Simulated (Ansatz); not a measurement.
In doubt: masses and optical values from hybrid runs of this build are listed as unsure (in some of the runs), which bears on the screening that GW takes from such a start.

Consider TePb (Fm-3m).

```
Te Pb
1.0
     0.00000    3.23100    3.23100
     3.23100    0.00000    3.23100
     3.23100    3.23100    0.00000
Te Pb
1 1
Direct
  0.50000 0.50000 0.50000
  0.00000 0.00000 0.00000
```

The cell and positions come from the Crystallography Open Database and are kept as given unless a step says otherwise. Spin-orbit coupling is left out unless a run names it. PAW set soft_2, made with PBE.

Gaps computed with Ansatz 0.2.0 without a self-energy: HSE06 1.12 eV, PBE0 1.70 eV and LDA 0.65 eV.

Q: Estimate the G0W0@HSE06 gap with 4×4×4 mesh, 201 empty bands, screening to 120 eV, default PAW files.

About 1.09 eV: on its mesh the run moves the gap from 1.12 eV by −0.03 eV. Among the scalar-relativistic levels given, HSE06 is nearest (+0.03 eV). Bands and cutoff are finite, so the gap is not at the basis limit. The miss can reach some tenths of an eV and take either sign; the mesh is an error of its own. Where an edge is built on 6p states of lead, bismuth or thallium, scalar-relativistic gaps usually stand too wide, by a few tenths to over one eV. The many-body steps are scalar-relativistic: spin-orbit coupling is not in them.

[Paths, hosts, dates, memory and timing lines, banners, echoed tables and standing remarks are left out of the program output.]

[Logs are printed without paths, hosts, clocks, repeated set-up lines and the standing remarks that a program may print on its own settings, such as how far it seeks lower states.]

[Runs of the session that timed out or met a known fault of the program may be left out.]

[Cells called generated may have been cut or substituted from an entry of the Crystallography Open Database or the Materials Project.]

[Hosts, paths, dates, database ids (printed as entryN), source tags and the programs' standing remarks are cut or masked in the printed files.]
